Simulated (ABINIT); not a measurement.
## BaZrSe3 (P1): G0W0 in ABINIT against the wavefunction cutoff in GW

How does the gap of BaZrSe3 (P1) converge in the wavefunction cutoff in GW?

Method: PBEsol and many-body steps on it, plane waves, in ABINIT 10.8.3.

### Step 1. Set-up

The structure is triclinic, space group P1 (No. 1). The conventional cell has a = 5.287 Å, b = 5.296 Å, c = 5.309 Å, α = 89.89°, β = 89.91°, γ = 89.96°. Nearest to Ba lie 12 Se at 3.63 to 3.88 Å. Nearest to Zr lie 6 Se at 2.57 to 2.75 Å. Nearest to Se lie 2 Zr at 2.61 to 2.70 Å and 4 Ba at 3.69 to 3.80 Å. Se has 2 Zr at 2.62 to 2.69 Å and 4 Ba at 3.63 to 3.88 Å nearest. Nearest to Se lie 2 Zr at 2.57 to 2.75 Å and 4 Ba at 3.71 to 3.77 Å. Farther neighbours and most contacts between anions are not listed.

Coordinates:

```cif
data_structure
_symmetry_space_group_name_H-M 'P1'
_symmetry_Int_Tables_number 1
_cell_length_a 5.2874
_cell_length_b 5.2964
_cell_length_c 5.3095
_cell_angle_alpha 89.891
_cell_angle_beta 89.914
_cell_angle_gamma 89.961
_cell_volume 148.69
loop_
_atom_site_label
_atom_site_type_symbol
_atom_site_symmetry_multiplicity
_atom_site_Wyckoff_symbol
_atom_site_fract_x
_atom_site_fract_y
_atom_site_fract_z
_atom_site_occupancy
Ba1 Ba 1 a 0.99864 0.99848 0.99867 1
Zr1 Zr 1 a 0.47658 0.49007 0.47673 1
Se1 Se 1 a 0.48832 0.99851 0.50269 1
Se2 Se 1 a 0.98384 0.51164 0.51854 1
Se3 Se 1 a 0.49261 0.50131 0.99337 1
```

The cell and positions are those that the Materials Project relaxed with its own functionals (PBE, PBE+U or r2SCAN), kept fixed. Spin-orbit coupling is left out unless a step names it.

### Step 2. Screening, 2×2×2 mesh, 96 bands, screening to 106.1 eV

This step: ABINIT 10.8.3; RPA screening on PBEsol, plane waves, norm-conserving pseudopotentials.

The RPA dielectric matrix is built and inverted for each q.

File run.abi:

```
acell 3*1.0 Angstrom
rprim 
  5.287383000000 -0.000000000000 -0.000000000000
  0.003576000000 5.296392000000 -0.000000000000
  0.007950000000 0.010054000000 5.309462000000
ntypat 3
znucl 56 40 34
natom 5
typat 1 2 3 3 3
xred 
  0.998643000000 0.998478000000 0.998673000000
  0.476578000000 0.490069000000 0.476727000000
  0.488317000000 0.998506000000 0.502693000000
  0.983845000000 0.511636000000 0.518540000000
  0.492614000000 0.501310000000 0.993370000000
pp_dirpath "pseudos"
pseudos "Ba.upf, Zr.upf, Se.upf"
ecut 39
ngkpt 2 2 2
nshiftk 1
shiftk 0 0 0
kptopt 1
chksymbreak 0
istwfk *1
occopt 1
irdwfk 1
optdriver 3
nband 96
ecuteps 3.9
inclvkb 2
awtr 1
symchi 1
ecutwfn 11.7
indata_prefix "in"
outdata_prefix "out"
tmpdata_prefix "tmp"
```

On the command line:

```
OMP_NUM_THREADS=1 mpirun -n 8 abinit run.abi > log
```

The program printed:

```text
.Version 10.8.3 of ABINIT. v10.8.2 released Aug 2026.

 Symmetries : space group P1 (#  1); Bravais aP (primitive triclinic)
[... echo of the input left out ...]
== DATASET  1 ==================================================================
-   mpi_nproc: 8, omp_nthreads: 1 (-1 if OMP is not activated)

--- !DatasetInfo
iteration_state: {dtset: 1, }
dimensions: {natom: 5, nkpt: 8, mband: 96, nsppol: 1, nspinor: 1, nspden: 1, mpw: 1938, }
cutoff_energies: {ecut:  11.7, pawecutdg:  -1.0, }
electrons: {nelect:   7.00000000E+01, charge:   0.00000000E+00, occopt:   1.00000000E+00, tsmear:   1.00000000E-02, }

 SCREENING: Calculation of the susceptibility and dielectric matrices

 Based on a program developped by R.W. Godby, V. Olevano, G. Onida, and L. Reining.
 Incorporated in ABINIT by V. Olevano, G.-M. Rignanese, and M. Torrent.
.Using double precision arithmetic ; gwpc =  8

[... cell and pseudopotentials left out ...]
--------------------------------------------------------------------------------

 ==== K-mesh for the wavefunctions ====
 Number of points in the irreducible wedge :     8
[... list of points left out ...]
 Together with  1 symmetry operations and time-reversal symmetry
 yields     8 points in the full Brillouin Zone.

 ==== Q-mesh for the screening function ====
 Number of points in the irreducible wedge :     8
[... list of points left out ...]
 Together with  1 symmetry operations and time-reversal symmetry
 yields     8 points in the full Brillouin Zone.

 setmesh: FFT mesh size selected  =    25x   25x   25
          total number of points  =        15625

 vcoul_init : cutoff-mode = AUXILIARY_FUNCTION
 q-points for optical limit:   1
     1)      0.000010    0.000020    0.000030

- screening: taking advantage of time-reversal symmetry
- Maximum band index for partially occupied states nbvw = 35
- Remaining bands to be divided among processors   nbcw = 61
- Number of bands treated by each node ~7

 Number of electrons calculated from density =   65.1446; Expected =   70.0000
 average of density, n =  0.064925
 r_s =    1.5435
 omega_plasma =   24.5788 [eV]

 calculating chi0 at frequencies [eV] :
  1    0.000000E+00    0.000000E+00
  2    0.000000E+00    2.457881E+01

--------------------------------------------------------------------------------
  q-point number  1        q = ( 0.000000, 0.000000, 0.000000) [r.l.u.]
--------------------------------------------------------------------------------
[... chi0 elements left out ...]
 For q-point:  0.000010 0.000020 0.000030
  dielectric constant =  24.6519
  dielectric constant without local fields =  31.5242

  Average fulfillment of the sum rule on Im[epsilon] for q-point    1 :     41.80  [%]
[... wings left out ...]
  q-point number  2        q = ( 0.500000, 0.000000, 0.000000) [r.l.u.]
--------------------------------------------------------------------------------
[... chi0 elements left out ...]
  Average fulfillment of the sum rule on Im[epsilon] for q-point    2 :     52.63  [%]

 [... 6 further q-points ...]
```

Run time: 13 s. Hardware: 8 MPI ranks of Arm Neoverse V2, shared host; peak memory 1.3 GiB; 1.7 min of CPU time.

This step gave:

```
ε∞ with local fields, on this mesh, along the program's q direction : 24.65
the same without local fields                                       : 31.52
plasma frequency                                                    : 24.58 eV
plane waves in the screening matrix                                 : 365
```

Local fields lower ε∞ by 22 %. On a Γ-centred mesh this coarse the value itself is usually too large, while a short band sum pulls it down.

### Step 3. 11.7 Ha

This step: G0W0 on PBEsol, plane waves, norm-conserving pseudopotentials.

run.abi, as its differences from that of step 2:

```diff
@@ -26,8 +26,17 @@
 irdwfk 1
-optdriver 3
+optdriver 4
 nband 96
+gwcalctyp 0
+ecutsigx 11.7
+symsigma 1
+nkptgw 2
+kptgw 
+  0.5000000000 0.5000000000 0.5000000000
+  0.0000000000 0.0000000000 0.0000000000
+bdgw 
+  34 37
+  34 37
 ecuteps 3.9
-inclvkb 2
-awtr 1
-symchi 1
+irdscr 1
+ppmodel 1
 ecutwfn 11.7
```

The program printed:

```text
.Version 10.8.3 of ABINIT. v10.8.2 released Aug 2026.

 Symmetries : space group P1 (#  1); Bravais aP (primitive triclinic)
[... echo of the input left out ...]
== DATASET  1 ==================================================================
-   mpi_nproc: 8, omp_nthreads: 1 (-1 if OMP is not activated)

--- !DatasetInfo
iteration_state: {dtset: 1, }
dimensions: {natom: 5, nkpt: 8, mband: 96, nsppol: 1, nspinor: 1, nspden: 1, mpw: 1938, }
cutoff_energies: {ecut:  11.7, pawecutdg:  -1.0, }
electrons: {nelect:   7.00000000E+01, charge:   0.00000000E+00, occopt:   1.00000000E+00, tsmear:   1.00000000E-02, }

 SIGMA: Calculation of the GW corrections

 Based on a program developped by R.W. Godby, V. Olevano, G. Onida, and L. Reining.
 Incorporated in ABINIT by V. Olevano, G.-M. Rignanese, and M. Torrent.
.Using double precision arithmetic ; gwpc =  8

[... cell and pseudopotentials left out ...]
--------------------------------------------------------------------------------

 ==== K-mesh for the wavefunctions ====
 Number of points in the irreducible wedge :     8
[... list of points left out ...]
 Together with  1 symmetry operations and time-reversal symmetry
 yields     8 points in the full Brillouin Zone.

 ==== Q-mesh for screening function ====
 Number of points in the irreducible wedge :     8
[... list of points left out ...]
 Together with  1 symmetry operations and time-reversal symmetry
 yields     8 points in the full Brillouin Zone.

 vcoul_init : cutoff-mode = AUXILIARY_FUNCTION
 q-points for optical limit:   1
     1)      0.000010    0.000020    0.000030
 setmesh: FFT mesh size selected  =    32x   32x   32
          total number of points  =        32768

 Number of electrons calculated from density =   65.1446; Expected =   70.0000
 average of density, n =  0.064925
 r_s =    1.5435
 omega_plasma =   24.5788 [eV]

 === KS Band Gaps ===
  >>>> For spin  1
   Minimum direct gap =   0.6981 [eV], located at k-point      :   0.0000  0.0000  0.0000
   Fundamental gap    =   0.1572 [eV], Top of valence bands at :   0.5000  0.5000  0.5000
                                       Bottom of conduction at :   0.0000  0.0000  0.0000
 SIGMA fundamental parameters:
 PLASMON POLE MODEL  1
 number of plane-waves for SigmaX                 1935
 number of plane-waves for SigmaC and W            365
 number of plane-waves for wavefunctions          1935
 number of bands                                    96
 number of independent spin polarizations            1
 number of spinorial components                      1
 number of k-points in IBZ                           8
 number of q-points in IBZ                           8
 number of symmetry operations                       1
 number of k-points in BZ                            8
 number of q-points in BZ                            8
 number of frequencies for dSigma/dE                 9
 frequency step for dSigma/dE [eV]                0.25
 number of omega for Sigma on real axis              0
 max omega for Sigma on real axis  [eV]           0.00
 zcut for avoiding poles [eV]                     0.10

 EPSILON^-1 parameters (SCR file):
 dimension of the eps^-1 matrix on file            365
 dimension of the eps^-1 matrix used               365
 number of plane-waves for wavefunctions          1935
 number of bands                                    96
 number of q-points in IBZ                           8
 number of frequencies                               2
 number of real frequencies                          1
 number of imag frequencies                          1

 matrix elements of self-energy operator (all in [eV])

 Perturbative Calculation

--- !SelfEnergy_ee
iteration_state: {dtset: 1, }
kpoint     : [   0.500,    0.500,    0.500, ]
spin       : 1
KS_gap     :    2.344
QP_gap     :    3.668
Delta_QP_KS:    1.324
data: !SigmaeeData |
     Band     E0 <VxcDFT>   SigX SigC(E0)      Z dSigC/dE  Sig(E)    E-E0       E
       34   4.975 -14.015 -16.887   2.748   0.785  -0.274 -14.112  -0.097   4.877
       35   5.008 -14.026 -16.915   2.771   0.785  -0.274 -14.119  -0.092   4.916
       36   7.352 -12.905  -7.292  -4.031   0.779  -0.284 -11.673   1.232   8.584
       37   7.542 -13.708  -7.759  -4.235   0.774  -0.293 -12.382   1.326   8.869

--- !SelfEnergy_ee
iteration_state: {dtset: 1, }
kpoint     : [   0.000,    0.000,    0.000, ]
spin       : 1
KS_gap     :    0.698
QP_gap     :    1.953
Delta_QP_KS:    1.255
data: !SigmaeeData |
     Band     E0 <VxcDFT>   SigX SigC(E0)      Z dSigC/dE  Sig(E)    E-E0       E
       34   4.399 -14.188 -16.863   2.685   0.787  -0.271 -14.180   0.008   4.407
       35   4.467 -14.368 -17.270   2.830   0.788  -0.270 -14.425  -0.057   4.411
       36   5.166 -12.556  -7.651  -3.385   0.788  -0.269 -11.358   1.198   6.364
       37   5.296 -12.677  -8.102  -3.163   0.789  -0.268 -11.563   1.114   6.409

== END DATASET(S) ==============================================================
================================================================================

 -outvars: echo values of variables after computation  --------
           etotal      0.0000000000E+00
            nband          96
             nkpt           8
          spgroup           1
 [... the other variables as echoed above ...]

 Calculation completed.
```

The job ended after 7.1 s (8 MPI ranks; peak memory 1.2 GiB).

This step gave:

```yaml
g0w0_gap_on_the_points_computed: 1.448 eV
starting_gap_on_the_mesh: 0.1573 eV
k_of_the_valence_top: 0.5, 0.5, 0.5
k_of_the_conduction_bottom: 0, 0, 0
z_at_the_valence_top: 0.785
z_at_the_conduction_bottom: 0.788
least_direct_g0w0_gap_on_the_computed_points: 1.953 eV
```

### Step 4. Screening, 2×2×2 mesh, 96 bands, screening to 106.1 eV

This step: RPA screening on PBEsol, plane waves, norm-conserving pseudopotentials.

run.abi, as its differences from that of step 3:

```diff
@@ -26,18 +26,9 @@
 irdwfk 1
-optdriver 4
+optdriver 3
 nband 96
-gwcalctyp 0
-ecutsigx 11.7
-symsigma 1
-nkptgw 2
-kptgw 
-  0.5000000000 0.5000000000 0.5000000000
-  0.0000000000 0.0000000000 0.0000000000
-bdgw 
-  34 37
-  34 37
 ecuteps 3.9
-irdscr 1
-ppmodel 1
-ecutwfn 11.7
+inclvkb 2
+awtr 1
+symchi 1
+ecutwfn 19.5
 indata_prefix "in"
```

The program printed:

```text
.Version 10.8.3 of ABINIT. v10.8.2 released Aug 2026.

 Symmetries : space group P1 (#  1); Bravais aP (primitive triclinic)
[... echo of the input left out ...]
== DATASET  1 ==================================================================
-   mpi_nproc: 8, omp_nthreads: 1 (-1 if OMP is not activated)

--- !DatasetInfo
iteration_state: {dtset: 1, }
dimensions: {natom: 5, nkpt: 8, mband: 96, nsppol: 1, nspinor: 1, nspden: 1, mpw: 4194, }
cutoff_energies: {ecut:  19.5, pawecutdg:  -1.0, }
electrons: {nelect:   7.00000000E+01, charge:   0.00000000E+00, occopt:   1.00000000E+00, tsmear:   1.00000000E-02, }

 SCREENING: Calculation of the susceptibility and dielectric matrices

 Based on a program developped by R.W. Godby, V. Olevano, G. Onida, and L. Reining.
 Incorporated in ABINIT by V. Olevano, G.-M. Rignanese, and M. Torrent.
.Using double precision arithmetic ; gwpc =  8

[... cell and pseudopotentials left out ...]
--------------------------------------------------------------------------------

 ==== K-mesh for the wavefunctions ====
 Number of points in the irreducible wedge :     8
[... list of points left out ...]
 Together with  1 symmetry operations and time-reversal symmetry
 yields     8 points in the full Brillouin Zone.

 ==== Q-mesh for the screening function ====
 Number of points in the irreducible wedge :     8
[... list of points left out ...]
 Together with  1 symmetry operations and time-reversal symmetry
 yields     8 points in the full Brillouin Zone.

 setmesh: FFT mesh size selected  =    30x   30x   30
          total number of points  =        27000

 vcoul_init : cutoff-mode = AUXILIARY_FUNCTION
 q-points for optical limit:   1
     1)      0.000010    0.000020    0.000030

- screening: taking advantage of time-reversal symmetry
- Maximum band index for partially occupied states nbvw = 35
- Remaining bands to be divided among processors   nbcw = 61
- Number of bands treated by each node ~7

 Number of electrons calculated from density =   69.5499; Expected =   70.0000
 average of density, n =  0.069315
 r_s =    1.5102
 omega_plasma =   25.3963 [eV]

 calculating chi0 at frequencies [eV] :
  1    0.000000E+00    0.000000E+00
  2    0.000000E+00    2.539627E+01

--------------------------------------------------------------------------------
  q-point number  1        q = ( 0.000000, 0.000000, 0.000000) [r.l.u.]
--------------------------------------------------------------------------------
[... chi0 elements left out ...]
 For q-point:  0.000010 0.000020 0.000030
  dielectric constant =  24.9913
  dielectric constant without local fields =  31.9817

  Average fulfillment of the sum rule on Im[epsilon] for q-point    1 :     38.72  [%]
[... wings left out ...]
  q-point number  2        q = ( 0.500000, 0.000000, 0.000000) [r.l.u.]
--------------------------------------------------------------------------------
[... chi0 elements left out ...]
  Average fulfillment of the sum rule on Im[epsilon] for q-point    2 :     45.78  [%]

 [... 6 further q-points ...]
```

It took 18 s on 8 MPI ranks; peak memory 1.8 GiB; 2.5 min of CPU time.

This step gave:

* ε∞ with local fields, on this mesh, along the program's q direction: 24.99
* the same without local fields: 31.98
* plasma frequency: 25.40 eV
* plane waves in the screening matrix: 365

### Step 5. 19.5 Ha

The self-energy is evaluated for the states that the input lists, and the levels follow from it, in one-shot runs by the linearised quasiparticle equation.

This step: G0W0 on PBEsol, plane waves, norm-conserving pseudopotentials.

run.abi, as its differences from that of step 4:

```diff
@@ -26,8 +26,17 @@
 irdwfk 1
-optdriver 3
+optdriver 4
 nband 96
+gwcalctyp 0
+ecutsigx 19.5
+symsigma 1
+nkptgw 2
+kptgw 
+  0.5000000000 0.5000000000 0.5000000000
+  0.0000000000 0.0000000000 0.0000000000
+bdgw 
+  34 37
+  34 37
 ecuteps 3.9
-inclvkb 2
-awtr 1
-symchi 1
+irdscr 1
+ppmodel 1
 ecutwfn 19.5
```

The program printed:

```text
.Version 10.8.3 of ABINIT. v10.8.2 released Aug 2026.

 Symmetries : space group P1 (#  1); Bravais aP (primitive triclinic)
[... echo of the input left out ...]
== DATASET  1 ==================================================================
-   mpi_nproc: 8, omp_nthreads: 1 (-1 if OMP is not activated)

--- !DatasetInfo
iteration_state: {dtset: 1, }
dimensions: {natom: 5, nkpt: 8, mband: 96, nsppol: 1, nspinor: 1, nspden: 1, mpw: 4194, }
cutoff_energies: {ecut:  19.5, pawecutdg:  -1.0, }
electrons: {nelect:   7.00000000E+01, charge:   0.00000000E+00, occopt:   1.00000000E+00, tsmear:   1.00000000E-02, }

 SIGMA: Calculation of the GW corrections

 Based on a program developped by R.W. Godby, V. Olevano, G. Onida, and L. Reining.
 Incorporated in ABINIT by V. Olevano, G.-M. Rignanese, and M. Torrent.
.Using double precision arithmetic ; gwpc =  8

[... cell and pseudopotentials left out ...]
--------------------------------------------------------------------------------

 ==== K-mesh for the wavefunctions ====
 Number of points in the irreducible wedge :     8
[... list of points left out ...]
 Together with  1 symmetry operations and time-reversal symmetry
 yields     8 points in the full Brillouin Zone.

 ==== Q-mesh for screening function ====
 Number of points in the irreducible wedge :     8
[... list of points left out ...]
 Together with  1 symmetry operations and time-reversal symmetry
 yields     8 points in the full Brillouin Zone.

 vcoul_init : cutoff-mode = AUXILIARY_FUNCTION
 q-points for optical limit:   1
     1)      0.000010    0.000020    0.000030
 setmesh: FFT mesh size selected  =    40x   40x   40
          total number of points  =        64000

 Number of electrons calculated from density =   69.5499; Expected =   70.0000
[...]
number of omega for Sigma on real axis              0
 max omega for Sigma on real axis  [eV]           0.00
 zcut for avoiding poles [eV]                     0.10

 EPSILON^-1 parameters (SCR file):
 dimension of the eps^-1 matrix on file            365
 dimension of the eps^-1 matrix used               365
 number of plane-waves for wavefunctions          4103
 number of bands                                    96
 number of q-points in IBZ                           8
 number of frequencies                               2
 number of real frequencies                          1
 number of imag frequencies                          1

 matrix elements of self-energy operator (all in [eV])

 Perturbative Calculation

--- !SelfEnergy_ee
iteration_state: {dtset: 1, }
kpoint     : [   0.500,    0.500,    0.500, ]
spin       : 1
KS_gap     :    2.344
QP_gap     :    3.852
Delta_QP_KS:    1.509
data: !SigmaeeData |
     Band     E0 <VxcDFT>   SigX SigC(E0)      Z dSigC/dE  Sig(E)    E-E0       E
       34   4.975 -13.670 -16.892   2.744   0.786  -0.273 -14.046  -0.376   4.599
       35   5.008 -13.682 -16.919   2.766   0.785  -0.274 -14.052  -0.370   4.638
       36   7.352 -12.844  -7.345  -4.037   0.779  -0.283 -11.705   1.139   8.491
[...]
--- !SelfEnergy_ee
iteration_state: {dtset: 1, }
kpoint     : [   0.000,    0.000,    0.000, ]
spin       : 1
KS_gap     :    0.698
QP_gap     :    2.138
Delta_QP_KS:    1.440
data: !SigmaeeData |
     Band     E0 <VxcDFT>   SigX SigC(E0)      Z dSigC/dE  Sig(E)    E-E0       E
[...]
36   5.166 -12.550  -7.721  -3.402   0.788  -0.268 -11.425   1.126   6.291
       37   5.296 -12.639  -8.168  -3.178   0.790  -0.266 -11.618   1.021   6.317

== END DATASET(S) ==============================================================
================================================================================

 -outvars: echo values of variables after computation  --------
           etotal      0.0000000000E+00
            nband          96
             nkpt           8
          spgroup           1
 [... the other variables as echoed above ...]

 Calculation completed.
```

Run time: 7.5 s. Hardware: 8 MPI ranks; peak memory 1.4 GiB; 59 s of CPU time.

Numbers from this step:

| Quantity | Value |
| --- | --- |
| G0W0 gap on the points computed | 1.653 eV |
| starting gap on the mesh | 0.1573 eV |
| k of the valence top | 0.5, 0.5, 0.5 |
| k of the conduction bottom | 0, 0, 0 |
| Z at the valence top | 0.785 |
| Z at the conduction bottom | 0.788 |
| least direct G0W0 gap on the computed points | 2.127 eV |

The gap on the mesh goes from 0.16 eV to 1.65 eV, a correction of +1.50 eV.

[end of part 1 of 2]

[Paths, hosts, dates, memory and timing lines, banners, echoed tables and standing remarks are left out of the program output.]

[Logs are printed without paths, hosts, clocks, repeated set-up lines and the standing remarks that a program may print on its own settings, such as how far it seeks lower states.]

[Runs of the session that timed out or met a known fault of the program may be left out.]

[No measured gap is set beside runs whose start may be inverted or whose files or cutoffs have a known fault.]

[Hosts, paths, dates, database ids (printed as entryN), source tags and the programs' standing remarks are cut or masked in the printed files.]

[G0W0 gaps are taken among the corrected bands and points alone; a level outside them can change the order at an edge.]

[Where Ansatz stands beside ABINIT at settings called matched, ABINIT's density can come from a denser mesh and the files from another edition; pairs whose starting gaps differed by over 0.03 eV were left out, so agreement reads better than it is.]
